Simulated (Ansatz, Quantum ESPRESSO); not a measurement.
# ScGa3 (Pm-3m): zone-centre phonons, part 3 of 3

Which modes does ScGa3 (Pm-3m) have at the zone centre?

Quantum ESPRESSO 7.5; DFT LDA, scalar-relativistic, plane waves, JTH PAW pseudopotentials.

So far, highest optical zone-centre mode (no LO-TO term) (cm⁻¹): step 6 (modes with the sum rule) 264; step 8 (without ASR) 264.

## Step 9: The same in Ansatz

The same cell goes through another code, with its own cutoff. The potentials differ. Its k mesh is centred on Γ.

This step: DFT LDA, scalar-relativistic, plane waves, PseudoDojo norm-conserving pseudopotentials (Ansatz 0.2.0).

Contents of input.yaml:

```yaml
crystal:
  lattice:
    - [3.999476174, 0.0, 0.0]
    - [0.0, 3.999476174, 0.0]
    - [0.0, 0.0, 3.999476174]
  atoms:
    - { symbol: Sc, position: [0.0, 0.0, 0.0] }
    - { symbol: Ga, position: [0.0, 0.5, 0.5] }
    - { symbol: Ga, position: [0.5, 0.0, 0.5] }
    - { symbol: Ga, position: [0.5, 0.5, 0.0] }
kpoints:
  mp_grid: { grid: [10, 10, 10] }
hamiltonian:
  xc: lda
  pseudopotentials: { kind: nc, accuracy: standard }
scf:
  occupations: { method: cold, width: 0.27211 }
output:
  eigenvalues: true
phonons:
  method: dfpt
```

On the command line:

```bash
$ ansatz run input.yaml --threads 4 --pin off --max-ram 16384MiB --backend cpu --events-out ev --progress --plain --runs-dir out
```

Numbers of over 12 decimals in the logs are rounded to 6 here.

What it wrote:

```text
zone centre: on kpoints.mp_grid the ground state, and the responses unless they are solved on pairs of k-points, stand on 216 of the mesh's 1000 k-points, reduced under 8 symmetry operations, with k and −k counted as one. Each operation leaves every solved displacement unchanged or reverses it
Engine: ansatz 0.2.0, aarch64-unknown-linux-gnu
Pseudopotentials: kind: nc
Pseudopotential: Sc, nc, valence charge 11, recommended cutoff 1061.244064 eV (normal), Sc.nc.azcp (PseudoDojo's, or run here from an input of PseudoDojo's; its table is named by hamiltonian.pseudopotentials.accuracy)
Pseudopotential: Ga, nc, valence charge 13, recommended cutoff 1088.45545 eV (normal), Ga.nc.azcp (PseudoDojo's, or run here from an input of PseudoDojo's; its table is named by hamiltonian.pseudopotentials.accuracy)
Functional definition: SPW92
  exchange = slater_x
  correlation = pw_c
Crystal: 4 atoms, lattice volume = 63.975 Å³
Basis set: ecut = 1088.45545 eV, 5185 PW (Γ), exchange–correlation on 90×90×90 points (8 copies of the dense FFT grid, shifted against one another)
Bands: 30, of which v1, the nominal top of the filled ones, is band 25 counted from 1 (24 counted from 0)
Symmetry: 48 space group operations
k-points: 216 of 1000 (irreducible under 8 space group operations)
Non-local potential: Sc, projectors of the file, l = 0: 2, l = 1: 2, l = 2: 2
Non-local potential: Ga, projectors of the file, l = 0: 2, l = 1: 2, l = 2: 2
Initial density: superposition of atomic densities (chi_scale 0.1, normalization cell, long waves kept (reshape's long-wave potential 0.00 eV rms))
Initial wavefunctions: pseudopotential atomic-orbital guess
Functional: x = slater, c = lda
SCF iter   1: F=—  HF=-7553.645637 eV  |F-HF|=—  |Δ(HF+E_count)|=         —  Δρ=6.74e-2  dr2=5.61e0  ethr=3.10e-3  ⟨swp⟩=4.2  Hψ=22168  notcnv=0
preconditioner: auto → Kerker (q_TF=auto, 2.618 Å⁻¹)  [metal: Δε(μ)=0.027 eV  Ē_g=14.712 eV  σ=0.272 eV  W_gap=0.07  n_scr=18 (ndim 8)  ℏωp=32.2 eV  f_vac=0.000  D(μ)=1.09/eV (n_scr^D=6)]
SCF iter   2: F=—  HF=-7552.530599 eV  |F-HF|=—  |Δ(HF+E_count)|=    1.12e0  S|Δr|=    0.00e0  Δρ=2.50e-2  dr2=6.93e-1  ethr=3.10e-3  ⟨swp⟩=3.9  Hψ=15059  notcnv=0  defer=25
SCF iter   3: F=—  HF=-7552.321046 eV  |F-HF|=—  |Δ(HF+E_count)|=   2.10e-1  S|Δr|=    0.00e0  Δρ=1.11e-2  dr2=1.26e-1  ethr=1.39e-3  ⟨swp⟩=2.9  Hψ=11158  notcnv=0  defer=25
SCF iter   4: F=—  HF=-7552.277350 eV  |F-HF|=—  |Δ(HF+E_count)|=   4.37e-2  S|Δr|=    0.00e0  Δρ=2.09e-3  dr2=4.44e-3  ethr=2.53e-4  ⟨swp⟩=2.0  Hψ=7777  notcnv=0  defer=25
SCF iter   5: F=—  HF=-7552.275780 eV  |F-HF|=—  |Δ(HF+E_count)|=   1.57e-3  S|Δr|=    0.00e0  Δρ=6.28e-4  dr2=3.68e-4  ethr=8.89e-6  ⟨swp⟩=2.0  Hψ=9588  notcnv=0  defer=25
SCF iter   6: F=—  HF=-7552.275653 eV  |F-HF|=—  |Δ(HF+E_count)|=   1.27e-4  S|Δr|=    0.00e0  Δρ=1.67e-4  dr2=1.37e-5  ethr=7.36e-7  ⟨swp⟩=2.4  Hψ=11254  notcnv=0  defer=25
SCF iter   7: F=—  HF=-7552.275639 eV  |F-HF|=—  |Δ(HF+E_count)|=   1.43e-5  S|Δr|=    0.00e0  Δρ=2.48e-5  dr2=2.06e-7  ethr=2.74e-8  ⟨swp⟩=2.0  Hψ=11647  notcnv=0  defer=25
SCF iter   8: F=—  HF=-7552.275548 eV  |F-HF|=—  |Δ(HF+E_count)|=   9.04e-5  S|Δr|=    0.00e0  Δρ=4.80e-6  dr2=1.62e-8  ethr=4.13e-10  ⟨swp⟩=2.0  Hψ=11075  notcnv=0  defer=25
SCF iter   9: F=—  HF=-7552.275548 eV  |F-HF|=—  |Δ(HF+E_count)|=   2.58e-9  S|Δr|=    0.00e0  Δρ=6.71e-7  dr2=2.48e-10  ethr=3.24e-11  ⟨swp⟩=2.2  Hψ=11778  notcnv=0  defer=25
SCF iter  10: F=-7552.275548 eV  HF=-7552.275548 eV  |F-HF|=2.73e-12  |Δ(HF+E_count)|=  4.64e-11  S|Δr|=    0.00e0  Δρ=1.29e-7  dr2=9.67e-12  ethr=1.00e-12  ⟨swp⟩=5.9  Hψ=35450  notcnv=0
the search or the solves at the SCF's close seem to have found levels that the self-consistency loop had missed (the run counts 1). By its estimate they hold under 1e-12 electrons; where the run keeps them, the occupations were computed again with them
SCF 1 converged in 10 iterations: F = -7552.275548 eV  dr2 = 9.67e-12
DFPT response loops at Γ: preconditioner auto → Kerker (q_TF=auto, 2.618 Å⁻¹) (partly filled bands, converged f_vac=0.000); β = 1.00, the filter's whole step (`scf.mixing.beta` (0.50) is not read by the response loops under this deck's `scf.mixing.preconditioner`; to damp them name `kerker` or `kerker_dos`, under which they read `scf.mixing.beta`, and type it under 1.00, their step now; both keys bind the ground state too); Broyden in place of MSR1
SCF converged after 10 iterations
Stability not checked: this state was not tested for a lower state beside it, because cold or Methfessel-Paxton smearing, or corrected tetrahedra, fill the levels in a way that the test cannot read (fill_not_monotonic; see scf.lower_state_search)
Free energy (F): -7552.275548 eV
Harris-Foulkes:  -7552.275548 eV  (|F-HF|=2.73e-12)
Internal energy: -7552.270713 eV  (E = F + TS)
E sigma→0 (E₀):  -7552.273936 eV
Entropy (-TS):   -0.004835 eV (-1.209 meV/atom)
Fermi energy:    13.669729 eV
--- Per-component energies (eV) ---
  E_band       = -85.033012
  E_kinetic    = 5591.526777
  E_local      = -4747.438351  (includes V_loc(G=0)·N_el)
  E_nonlocal   = -3041.909364
  E_hartree    = 1718.441133
  E_xc         = -1902.195435
  E_vxc        = -1324.094294  (∫ρ·V_xc dr)
  E_ewald      = -5170.695473
  E_smearing   = -0.004835  (= −TS)
  E_closure    = 0.000000  (closes the sum)
  Σ components = -7552.275548   (vs F -7552.275548, Δ=0.00e0)
--- Band table (eV; the first three rows and the last of 216) ---
  k-point 0: bands = [... 21 lower, 10.3762, 11.5460, 11.5460, 11.5460, 15.4413, 15.4413, 15.4413, 16.8961, ... 1 higher]
  k-point 1: bands = [... 21 lower, 10.4556, 11.5756, 11.5756, 12.2370, 15.3526, 15.3526, 15.4513, 16.6946, ... 1 higher]
  k-point 2: bands = [... 21 lower, 10.6949, 11.6492, 11.6492, 13.1335, 15.1907, 15.1907, 15.4780, 15.5087, ... 1 higher]
  k-point 215: bands = [... 21 lower, 7.7760, 8.7725, 10.4454, 10.4454, 10.4454, 16.2851, 16.2851, 16.2865, ... 1 higher]
--- Phonons (Γ-DFPT): 3 representative perturbations + reference, on 216 of 1000 k-points (Σ response iterations 10) ---
  k mesh reduced under 8 symmetry operations, with k and −k counted as one. Each operation leaves every solved displacement unchanged or reverses it
  ASR residual: 1.931e-4 → 0.000e0 eV/Å²; symmetrization residual: 1.530e-5 eV/Å²
  ASR residual per site (eV/Å²): 1.93e-4 4.78e-5 4.78e-5 4.78e-5
  Γ frequencies (cm⁻¹): 0.00 0.00 0.00 136.26 136.26 136.26 137.14 137.14 137.14 263.34 263.34 263.34
  non-analytic LO–TO correction: not included (Born effective charges unavailable; polar crystals: no LO–TO splitting at Γ)
```

Wall time 2.8 min (4 threads of Arm Neoverse V1, shared host); peak memory 4 GiB; 11 min of CPU time.

This step gave:

* sum-rule residual before enforcement: 1.93e-4 eV/Å²
* highest optical zone-centre mode (no LO-TO term): 263.3 cm⁻¹
* lowest optical zone-centre mode: 136.3 cm⁻¹

## Step 10: Side by side: QE JTH and Ansatz, PseudoDojo

Worked out from the results:

| Quantity | Value |
| --- | --- |
| root-mean-square difference | 0.7 cm⁻¹ |
| largest difference | 0.94 cm⁻¹ |

Frequencies side by side, by row:

```csv
q (reciprocal lattice),mode,QE JTH (cm⁻¹),"Ansatz, PseudoDojo (cm⁻¹)"
0 0 0,1,0,0
0 0 0,2,0,0
0 0 0,3,0,0
0 0 0,4,136.8,136.3
0 0 0,5,136.8,136.3
0 0 0,6,136.8,136.3
0 0 0,7,137.6,137.1
0 0 0,8,137.6,137.1
0 0 0,9,137.6,137.1
0 0 0,10,264.3,263.3
0 0 0,11,264.3,263.3
0 0 0,12,264.3,263.3
```

At the zone centre the largest difference (acoustic modes at Γ apart) is 0.4 % of the highest mode.

## Step 11: Cross-check with Ansatz

The same cell goes through another code, with its own cutoff. The potentials differ. Its k mesh is centred on Γ.

This step: DFT LDA, scalar-relativistic, plane waves, PAW (Ansatz 0.2.0).

Changes to input.yaml since step 9:

```diff
@@ -14,3 +14,2 @@
   xc: lda
-  pseudopotentials: { kind: nc, accuracy: standard }
 scf:
```

What it wrote:

```text
[...]
Crystal: 4 atoms, lattice volume = 63.975 Å³
Basis set: ecut = 420 eV, 1237 PW (Γ), exchange–correlation on 54×54×54 points (8 copies of the dense FFT grid, shifted against one another)
Bands: 30, of which v1, the nominal top of the filled ones, is band 25 counted from 1 (24 counted from 0)
Symmetry: 48 space group operations
k-points: 216 of 1000 (irreducible under 8 space group operations)
[...]
SCF iter   1: F=—  HF=-13212.253410 eV  |F-HF|=—  |Δ(HF+E_count)|=         —  Δρ=6.30e-3  dr2=1.79e-2  ethr=1.77e-3  ⟨swp⟩=5.1  Hψ=22213  notcnv=0
[...]
SCF iter  10: F=-13212.247815 eV  HF=-13212.247815 eV  |F-HF|=3.64e-12  |Δ(HF+E_count)|=  7.28e-12  S|Δr|=    0.00e0  Δρ=4.52e-8  dr2=1.72e-12  ethr=1.00e-12  ⟨swp⟩=5.5  Hψ=25913  notcnv=0
SCF 1 converged in 10 iterations: F = -13212.247815 eV  dr2 = 1.72e-12
[...]
SCF converged after 10 iterations
[...]
Free energy (F): -13212.247815 eV
[...]
Internal energy: -13212.242789 eV  (E = F + TS)
E sigma→0 (E₀):  -13212.246140 eV
Entropy (-TS):   -0.005026 eV (-1.257 meV/atom)
Fermi energy:    12.658632 eV
[...]
--- Band table (eV; the first three rows and the last of 216) ---
  k-point 0: bands = [... 21 lower, 9.3701, 10.5326, 10.5326, 10.5326, 14.4299, 14.4299, 14.4299, 15.8740, ... 1 higher]
  k-point 1: bands = [... 21 lower, 9.4494, 10.5623, 10.5623, 11.2252, 14.3409, 14.3409, 14.4398, 15.6882, ... 1 higher]
  k-point 2: bands = [... 21 lower, 9.6885, 10.6360, 10.6360, 12.1216, 14.1785, 14.1785, 14.4664, 14.5015, ... 1 higher]
  k-point 215: bands = [... 21 lower, 6.7698, 7.7582, 9.4328, 9.4328, 9.4328, 15.2694, 15.2756, 15.2756, ... 1 higher]
[...]
ASR residual: 6.248e-5 → 0.000e0 eV/Å²; symmetrization residual: 7.936e-6 eV/Å²
  ASR residual per site (eV/Å²): 1.44e-5 6.25e-5 6.25e-5 6.25e-5
[...]
```

Wall time 54 s (4 threads); peak memory 1.7 GiB; 3.4 min of CPU time.

This step gave:

```yaml
sum_rule_residual_before_enforcement: 6.25e-5 eV/Å²
highest_optical_zone_centre_mode_no_lo_to_term: 263.8 cm⁻¹
lowest_optical_zone_centre_mode: 136.7 cm⁻¹
```

## Step 12: Side by side: QE JTH and Ansatz, PAW

Numbers from this step:

```yaml
root_mean_square_difference: 0.34 cm⁻¹
largest_difference: 0.51 cm⁻¹
```

Frequencies side by side, by row:

```csv
q (reciprocal lattice),mode,QE JTH (cm⁻¹),"Ansatz, PAW (cm⁻¹)"
0 0 0,1,0,0
0 0 0,2,0,0
0 0 0,3,0,0
0 0 0,4,136.8,136.7
0 0 0,5,136.8,136.7
0 0 0,6,136.8,136.7
0 0 0,7,137.6,137.4
0 0 0,8,137.6,137.4
0 0 0,9,137.6,137.4
0 0 0,10,264.3,263.8
0 0 0,11,264.3,263.8
0 0 0,12,264.3,263.8
```

At the zone centre the largest difference (acoustic modes at Γ apart) is 0.2 % of the highest mode.

## Step 13: Results

```json
{
  "space group after relaxation": "Pm-3m",
  "volume per atom": "16.0 Å³",
  "highest optical zone-centre mode (no LO-TO term)": "264.3 cm⁻¹",
  "lowest optical zone-centre mode": "136.8 cm⁻¹",
  "imaginary optical modes at the zone centre (no q mesh in this session)": "none",
  "largest difference from Ansatz, PseudoDojo": "0.94 cm⁻¹"
}
```

**Reading.** At the LDA level the optical modes of ScGa3 (Pm-3m) at the zone centre run from 137 to 264 cm⁻¹. Of the 9 optical modes, 3 are silent and 6 are infrared active alone. QE JTH and Ansatz, PseudoDojo agree to 0.94 cm⁻¹ (0.4 % of the highest mode compared) on all solved modes but the acoustic ones at Γ, without the LO-TO term. QE JTH and Ansatz, PAW agree to 0.51 cm⁻¹ (0.2 % of the highest mode compared) on all solved modes but the acoustic ones at Γ, without the LO-TO term. These are harmonic frequencies at zero temperature: anharmonic shifts and linewidths and thermal expansion are left out. In a metal the frequencies hang on the k mesh and the smearing, most of all near Kohn anomalies.

[Host names and launcher messages were left out of these logs when they were recorded.]

[Logs are printed without paths, hosts, clocks, repeated set-up lines and the standing remarks that a program may print on its own settings, such as how far it seeks lower states.]

[Hosts, paths, dates, database ids (printed as entryN), source tags and the programs' standing remarks are cut or masked in the printed files.]
